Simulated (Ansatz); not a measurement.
# Calculated records

## BaTiO3 (Pm-3m): band gap by G0W0 on HSE06

The structure is cubic, space group Pm-3m (No. 221). The conventional cell has a = 4.006 Å, b = 4.006 Å, c = 4.006 Å, α = 90.00°, β = 90.00°, γ = 90.00°. Ba has 12 O at 2.83 Å nearest. Ti has 6 O at 2.00 Å nearest. Nearest to O lie 2 Ti at 2.00 Å and 4 Ba at 2.83 Å. Farther neighbours and most contacts between anions are not listed.

| Item | Value |
| --- | --- |
| method | G0W0 on HSE06, plane waves, PAW (and 1 further level or step) |
| program | Ansatz 0.2.0 |
| settings of one run | cutoff 420 eV, 4×4×4 k-mesh, default PAW, empty bands 509, screening cutoff 230 eV, screening contour deformation, QP bands (v2, c2) |
| cost | 2 runs, 61 s in all on 1 × NVIDIA H100 80GB HBM3 (shared by 6 runs) with 3 threads of AMD EPYC 7R13 (Zen 3), shared host (the runs of this entry) |
| notes | In doubt: masses and optical values from hybrid runs of this build are listed as unsure (in some of the runs), which bears on the screening that GW takes from such a start. The cell and positions come from the Crystallography Open Database and are kept as given unless a step says otherwise. Limits: no spin-orbit coupling. No second run with other bands and screening cutoff is shown, so the distance to the basis limit is not known. On another start, G0W0@LDA runs of this series (4×4×4 mesh, soft_2 PAW; not shown as steps) give 3.238 eV with 103 bands and 69 eV, 3.215 eV with 256 bands and 138 eV and 3.279 eV with 529 bands and 230 eV. The program doubts an edge level of G0W0@LDA with 103 bands (4×4×4, soft_2 PAW). The differences hold parts that these runs do not separate: finite bands, cutoffs and mesh, points of the zone that were not corrected, the start of G0W0, spin-orbit coupling missing from it, static nuclei, no electron-hole attraction, and what each experiment reads as the gap. How much each gives is not known from the steps shown. |
| HSE06 gap over mesh and listed points | 3.182 eV, from k = (0.500, 0.500, 0.500) to k = Γ |
| G0W0@HSE06 gap over 7 of 10 irreducible mesh points | 3.480 eV, from k = (-0.500, -0.500, -0.500) to k = Γ |
| GW settings | 4×4×4 mesh, 509 empty bands, screening to 230 eV |
| known limits | finite bands, screening cutoff and k mesh; no spin-orbit coupling in G0W0 |

Over 7 of 10 irreducible mesh points the G0W0 gap is 3.480 eV, from k = (-0.500, -0.500, -0.500) to k = Γ. The HSE06 gap of this run on the mesh is 3.182 eV. The two states that bound the G0W0 gap lie that far apart at the start, so the correction of the gap is 3.480 − 3.182 = +0.298 eV. The valence state moves by 9.330 − 9.248 = +0.082 eV and the conduction state by 12.811 − 12.430 = +0.381 eV, on the run's own scale; how far single levels stand from their limit in bands is not shown.

[Runs of the session that timed out or met a known fault of the program may be left out.]

[Cells called generated may have been cut or substituted from an entry of the Crystallography Open Database or the Materials Project.]

[Hosts, paths, dates, database ids (printed as entryN), source tags and the programs' standing remarks are cut or masked in the printed files.]
